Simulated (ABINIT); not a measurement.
**SrCl2 (Fm-3m): G0W0 in ABINIT against the bands in the screening**

How does the gap of SrCl2 (Fm-3m) converge in the bands in the screening?

Method: PBE and many-body steps on it, plane waves, in ABINIT 10.8.3.

## (1) The starting structure

The structure is cubic, space group Fm-3m (No. 225). The conventional cell has a = 6.977 Å, b = 6.977 Å, c = 6.977 Å, α = 90.00°, β = 90.00°, γ = 90.00°. Nearest to Sr lie 8 Cl at 3.02 Å. Nearest to Cl lie 4 Sr at 3.02 Å. Farther neighbours and most contacts between anions are not listed.

The cell and positions come from the Crystallography Open Database and are kept as given unless a step says otherwise.

## (2) Screening, 2×2×2 mesh, 20 bands, screening to 106.1 eV

This step: ABINIT 10.8.3; RPA screening on PBE, plane waves, norm-conserving pseudopotentials.

The RPA dielectric matrix is built and inverted for each q.

run.abi

```
acell 3*1.0 Angstrom
rprim 
  -0.000000000000 3.488350000000 3.488350000000
  3.488350000000 -0.000000000000 3.488350000000
  3.488350000000 3.488350000000 -0.000000000000
ntypat 2
znucl 38 17
natom 3
typat 1 2 2
xred 
  0.000000000000 0.000000000000 0.000000000000
  0.250000000000 0.250000000000 0.250000000000
  0.750000000000 0.750000000000 0.750000000000
pp_dirpath "pseudos"
pseudos "Sr.upf, Cl.upf"
ecut 28
ngkpt 2 2 2
nshiftk 1
shiftk 0 0 0
kptopt 1
chksymbreak 0
istwfk *1
occopt 1
irdwfk 1
optdriver 3
nband 20
ecuteps 3.9
inclvkb 2
awtr 1
symchi 1
indata_prefix "in"
outdata_prefix "out"
tmpdata_prefix "tmp"
```

Run with:

```
> OMP_NUM_THREADS=1 mpirun -n 4 abinit run.abi > log
```

What it wrote:

```text
.Version 10.8.3 of ABINIT. v10.8.2 released Aug 2026.

 Symmetries : space group Fm -3 m (#225); Bravais cF (face-center cubic)
[... echo of the input left out ...]
== DATASET  1 ==================================================================
-   mpi_nproc: 4, omp_nthreads: 1 (-1 if OMP is not activated)

--- !DatasetInfo
iteration_state: {dtset: 1, }
dimensions: {natom: 3, nkpt: 3, mband: 20, nsppol: 1, nspinor: 1, nspden: 1, mpw: 4088, }
cutoff_energies: {ecut:  28.0, pawecutdg:  -1.0, }
electrons: {nelect:   2.40000000E+01, charge:   0.00000000E+00, occopt:   1.00000000E+00, tsmear:   1.00000000E-02, }

 SCREENING: Calculation of the susceptibility and dielectric matrices

 Based on a program developped by R.W. Godby, V. Olevano, G. Onida, and L. Reining.
 Incorporated in ABINIT by V. Olevano, G.-M. Rignanese, and M. Torrent.
.Using double precision arithmetic ; gwpc =  8

[... cell and pseudopotentials left out ...]
--------------------------------------------------------------------------------

 ==== K-mesh for the wavefunctions ====
 Number of points in the irreducible wedge :     3
[... list of points left out ...]
 Together with 48 symmetry operations and time-reversal symmetry
 yields     8 points in the full Brillouin Zone.

 ==== Q-mesh for the screening function ====
 Number of points in the irreducible wedge :     3
[... list of points left out ...]
 Together with 48 symmetry operations and time-reversal symmetry
 yields     8 points in the full Brillouin Zone.

 setmesh: FFT mesh size selected  =    32x   32x   32
          total number of points  =        32768

 vcoul_init : cutoff-mode = AUXILIARY_FUNCTION
 q-points for optical limit:   1
     1)      0.000010    0.000020    0.000030

- screening: taking advantage of time-reversal symmetry
- Maximum band index for partially occupied states nbvw = 12
- Remaining bands to be divided among processors   nbcw = 8
- Number of bands treated by each node ~2

 Number of electrons calculated from density =   24.0000; Expected =   24.0000
 average of density, n =  0.041891
 r_s =    1.7862
 omega_plasma =   19.7432 [eV]

 calculating chi0 at frequencies [eV] :
  1    0.000000E+00    0.000000E+00
  2    0.000000E+00    1.974321E+01

--------------------------------------------------------------------------------
  q-point number  1        q = ( 0.000000, 0.000000, 0.000000) [r.l.u.]
--------------------------------------------------------------------------------
[... chi0 elements left out ...]
 For q-point:  0.000010 0.000020 0.000030
  dielectric constant =   2.7226
  dielectric constant without local fields =   2.9468

  Average fulfillment of the sum rule on Im[epsilon] for q-point    1 :     15.45  [%]
[... wings left out ...]
  q-point number  2        q = ( 0.500000, 0.000000, 0.000000) [r.l.u.]
--------------------------------------------------------------------------------
[... chi0 elements left out ...]
  Average fulfillment of the sum rule on Im[epsilon] for q-point    2 :     27.76  [%]

 [... 1 further q-points ...]
```

It took 2.7 s on 4 MPI ranks of Arm Neoverse V1, shared host; peak memory 0.13 GiB; 10 s of CPU time.

This step gave:

| Property | Result |
| --- | --- |
| ε∞ with local fields, on this mesh, along the program's q direction | 2.723 |
| the same without local fields | 2.947 |
| plasma frequency | 19.74 eV |
| plane waves in the screening matrix | 181 |

Local fields lower ε∞ by 8 %. On a Γ-centred mesh this coarse the value itself is usually too large, while a short band sum pulls it down.

## (3) 20 bands

The self-energy is evaluated for the states that the input lists, and the levels follow from it, in one-shot runs by the linearised quasiparticle equation.

This step: G0W0 on PBE, plane waves, norm-conserving pseudopotentials.

Changes to run.abi since step 2:

```diff
@@ -24,8 +24,17 @@
 irdwfk 1
-optdriver 3
-nband 20
+optdriver 4
+nband 46
+gwcalctyp 0
+ecutsigx 28
+symsigma 1
+nkptgw 2
+kptgw 
+  0.5000000000 0.5000000000 0.0000000000
+  0.0000000000 0.0000000000 0.0000000000
+bdgw 
+  10 14
+  10 15
 ecuteps 3.9
-inclvkb 2
-awtr 1
-symchi 1
+irdscr 1
+ppmodel 1
 indata_prefix "in"
```

What it wrote:

```text
.Version 10.8.3 of ABINIT. v10.8.2 released Aug 2026.

 Symmetries : space group Fm -3 m (#225); Bravais cF (face-center cubic)
[... echo of the input left out ...]
== DATASET  1 ==================================================================
-   mpi_nproc: 4, omp_nthreads: 1 (-1 if OMP is not activated)

--- !DatasetInfo
iteration_state: {dtset: 1, }
dimensions: {natom: 3, nkpt: 3, mband: 46, nsppol: 1, nspinor: 1, nspden: 1, mpw: 4088, }
cutoff_energies: {ecut:  28.0, pawecutdg:  -1.0, }
electrons: {nelect:   2.40000000E+01, charge:   0.00000000E+00, occopt:   1.00000000E+00, tsmear:   1.00000000E-02, }

 SIGMA: Calculation of the GW corrections

 Based on a program developped by R.W. Godby, V. Olevano, G. Onida, and L. Reining.
 Incorporated in ABINIT by V. Olevano, G.-M. Rignanese, and M. Torrent.
.Using double precision arithmetic ; gwpc =  8

[... cell and pseudopotentials left out ...]
--------------------------------------------------------------------------------

 ==== K-mesh for the wavefunctions ====
 Number of points in the irreducible wedge :     3
[... list of points left out ...]
 Together with 48 symmetry operations and time-reversal symmetry
 yields     8 points in the full Brillouin Zone.

 ==== Q-mesh for screening function ====
 Number of points in the irreducible wedge :     3
[... list of points left out ...]
 Together with 48 symmetry operations and time-reversal symmetry
 yields     8 points in the full Brillouin Zone.

 vcoul_init : cutoff-mode = AUXILIARY_FUNCTION
 q-points for optical limit:   1
     1)      0.000010    0.000020    0.000030
 setmesh: FFT mesh size selected  =    45x   45x   45
          total number of points  =        91125

 Number of electrons calculated from density =   24.0000; Expected =   24.0000
 average of density, n =  0.041891
 r_s =    1.7862
 omega_plasma =   19.7432 [eV]

 === KS Band Gaps ===
  >>>> For spin  1
   Minimum direct gap =   5.5119 [eV], located at k-point      :   0.5000  0.5000  0.0000
   Fundamental gap    =   5.3429 [eV], Top of valence bands at :   0.5000  0.5000  0.0000
                                       Bottom of conduction at :   0.0000  0.0000  0.0000
 SIGMA fundamental parameters:
 PLASMON POLE MODEL  1
 number of plane-waves for SigmaX                 4015
 number of plane-waves for SigmaC and W            181
 number of plane-waves for wavefunctions          4015
 number of bands                                    46
 number of independent spin polarizations            1
 number of spinorial components                      1
 number of k-points in IBZ                           3
 number of q-points in IBZ                           3
 number of symmetry operations                      48
 number of k-points in BZ                            8
 number of q-points in BZ                            8
 number of frequencies for dSigma/dE                 9
 frequency step for dSigma/dE [eV]                0.25
 number of omega for Sigma on real axis              0
 max omega for Sigma on real axis  [eV]           0.00
 zcut for avoiding poles [eV]                     0.10

 EPSILON^-1 parameters (SCR file):
 dimension of the eps^-1 matrix on file            181
 dimension of the eps^-1 matrix used               181
 number of plane-waves for wavefunctions          4015
 number of bands                                    20
 number of q-points in IBZ                           3
 number of frequencies                               2
 number of real frequencies                          1
 number of imag frequencies                          1

 matrix elements of self-energy operator (all in [eV])

 Perturbative Calculation

--- !SelfEnergy_ee
iteration_state: {dtset: 1, }
kpoint     : [   0.500,    0.500,    0.000, ]
spin       : 1
KS_gap     :    5.512
QP_gap     :    8.316
Delta_QP_KS:    2.804
data: !SigmaeeData |
     Band     E0 <VxcDFT>   SigX SigC(E0)      Z dSigC/dE  Sig(E)    E-E0       E
       10   1.271 -14.390 -18.136   2.560   0.819  -0.222 -15.361  -0.971   0.301
       11   1.271 -14.390 -18.136   2.560   0.819  -0.222 -15.361  -0.971   0.301
       12   1.668 -14.805 -18.519   2.570   0.820  -0.220 -15.743  -0.938   0.730
       13   7.179  -8.452  -4.054  -2.246   0.867  -0.153  -6.586   1.867   9.046
       14   8.722 -11.003  -5.545  -2.342   0.860  -0.163  -8.323   2.680  11.402

--- !SelfEnergy_ee
iteration_state: {dtset: 1, }
kpoint     : [   0.000,    0.000,    0.000, ]
spin       : 1
KS_gap     :    5.677
QP_gap     :    8.257
Delta_QP_KS:    2.580
data: !SigmaeeData |
     Band     E0 <VxcDFT>   SigX SigC(E0)      Z dSigC/dE  Sig(E)    E-E0       E
       10   1.333 -14.472 -18.305   2.596   0.818  -0.222 -15.484  -1.012   0.322
       11   1.333 -14.472 -18.305   2.596   0.818  -0.222 -15.484  -1.012   0.322
       12   1.333 -14.472 -18.305   2.596   0.818  -0.222 -15.484  -1.012   0.322
       13   7.010  -7.720  -3.616  -2.298   0.869  -0.151  -6.151   1.569   8.579
       14   7.776  -9.730  -4.691  -2.333   0.863  -0.159  -7.394   2.336  10.111
       15   7.776  -9.730  -4.691  -2.333   0.863  -0.159  -7.394   2.336  10.111

== END DATASET(S) ==============================================================
================================================================================

 -outvars: echo values of variables after computation  --------
           etotal      0.0000000000E+00
            nband          46
             nkpt           3
          spgroup         225
 [... the other variables as echoed above ...]

 Calculation completed.
```

Run time: 3.7 s. Hardware: 4 MPI ranks; peak memory 0.57 GiB.

This step gave:

```yaml
g0w0_gap_on_the_points_computed: 7.849 eV
starting_gap_on_the_mesh: 5.343 eV
k_of_the_valence_top: 0.5, 0.5, 0
k_of_the_conduction_bottom: 0, 0, 0
z_at_the_valence_top: 0.82
z_at_the_conduction_bottom: 0.869
least_direct_g0w0_gap_on_the_computed_points: 8.257 eV
```

The gap on the mesh goes from 5.34 eV to 7.85 eV, a correction of +2.51 eV.

## (4) Screening, 2×2×2 mesh, 46 bands, screening to 106.1 eV

This step: RPA screening on PBE, plane waves, norm-conserving pseudopotentials.

Changes to run.abi since step 3:

```diff
@@ -24,17 +24,8 @@
 irdwfk 1
-optdriver 4
+optdriver 3
 nband 46
-gwcalctyp 0
-ecutsigx 28
-symsigma 1
-nkptgw 2
-kptgw 
-  0.5000000000 0.5000000000 0.0000000000
-  0.0000000000 0.0000000000 0.0000000000
-bdgw 
-  10 14
-  10 15
 ecuteps 3.9
-irdscr 1
-ppmodel 1
+inclvkb 2
+awtr 1
+symchi 1
 indata_prefix "in"
```

What it wrote:

```text
.Version 10.8.3 of ABINIT. v10.8.2 released Aug 2026.

 Symmetries : space group Fm -3 m (#225); Bravais cF (face-center cubic)
[... echo of the input left out ...]
== DATASET  1 ==================================================================
-   mpi_nproc: 4, omp_nthreads: 1 (-1 if OMP is not activated)

--- !DatasetInfo
iteration_state: {dtset: 1, }
dimensions: {natom: 3, nkpt: 3, mband: 46, nsppol: 1, nspinor: 1, nspden: 1, mpw: 4088, }
cutoff_energies: {ecut:  28.0, pawecutdg:  -1.0, }
electrons: {nelect:   2.40000000E+01, charge:   0.00000000E+00, occopt:   1.00000000E+00, tsmear:   1.00000000E-02, }

 SCREENING: Calculation of the susceptibility and dielectric matrices

 Based on a program developped by R.W. Godby, V. Olevano, G. Onida, and L. Reining.
 Incorporated in ABINIT by V. Olevano, G.-M. Rignanese, and M. Torrent.
.Using double precision arithmetic ; gwpc =  8

[... cell and pseudopotentials left out ...]
--------------------------------------------------------------------------------

 ==== K-mesh for the wavefunctions ====
 Number of points in the irreducible wedge :     3
[... list of points left out ...]
 Together with 48 symmetry operations and time-reversal symmetry
 yields     8 points in the full Brillouin Zone.

 ==== Q-mesh for the screening function ====
 Number of points in the irreducible wedge :     3
[... list of points left out ...]
 Together with 48 symmetry operations and time-reversal symmetry
 yields     8 points in the full Brillouin Zone.

 setmesh: FFT mesh size selected  =    32x   32x   32
          total number of points  =        32768

 vcoul_init : cutoff-mode = AUXILIARY_FUNCTION
 q-points for optical limit:   1
     1)      0.000010    0.000020    0.000030

- screening: taking advantage of time-reversal symmetry
- Maximum band index for partially occupied states nbvw = 12
- Remaining bands to be divided among processors   nbcw = 34
- Number of bands treated by each node ~8

 Number of electrons calculated from density =   24.0000; Expected =   24.0000
 average of density, n =  0.041891
 r_s =    1.7862
 omega_plasma =   19.7432 [eV]

 calculating chi0 at frequencies [eV] :
  1    0.000000E+00    0.000000E+00
  2    0.000000E+00    1.974321E+01

--------------------------------------------------------------------------------
  q-point number  1        q = ( 0.000000, 0.000000, 0.000000) [r.l.u.]
--------------------------------------------------------------------------------
[... chi0 elements left out ...]
 For q-point:  0.000010 0.000020 0.000030
  dielectric constant =   2.8877
  dielectric constant without local fields =   3.3975

  Average fulfillment of the sum rule on Im[epsilon] for q-point    1 :     48.96  [%]
[... wings left out ...]
  q-point number  2        q = ( 0.500000, 0.000000, 0.000000) [r.l.u.]
--------------------------------------------------------------------------------
[... chi0 elements left out ...]
  Average fulfillment of the sum rule on Im[epsilon] for q-point    2 :     61.62  [%]

 [... 1 further q-points ...]
```

Run time: 3.5 s. Hardware: 4 MPI ranks; peak memory 0.49 GiB.

This step gave:

```yaml
eps_infinity_with_local_fields_on_this_mesh_along_the_program_s_q_direction: 2.888
the_same_without_local_fields: 3.397
plasma_frequency: 19.74 eV
plane_waves_in_the_screening_matrix: 181
```

[end of part 1 of 2]

[Paths, hosts, dates, memory and timing lines, banners, echoed tables and standing remarks are left out of the program output.]

[Logs are printed without paths, hosts, clocks, repeated set-up lines and the standing remarks that a program may print on its own settings, such as how far it seeks lower states.]

[Runs of the session that timed out or met a known fault of the program may be left out.]

[No measured gap is set beside runs whose start may be inverted or whose files or cutoffs have a known fault.]

[Hosts, paths, dates, database ids (printed as entryN), source tags and the programs' standing remarks are cut or masked in the printed files.]

[G0W0 gaps are taken among the corrected bands and points alone; a level outside them can change the order at an edge.]

[Where Ansatz stands beside ABINIT at settings called matched, ABINIT's density can come from a denser mesh and the files from another edition; pairs whose starting gaps differed by over 0.03 eV were left out, so agreement reads better than it is.]
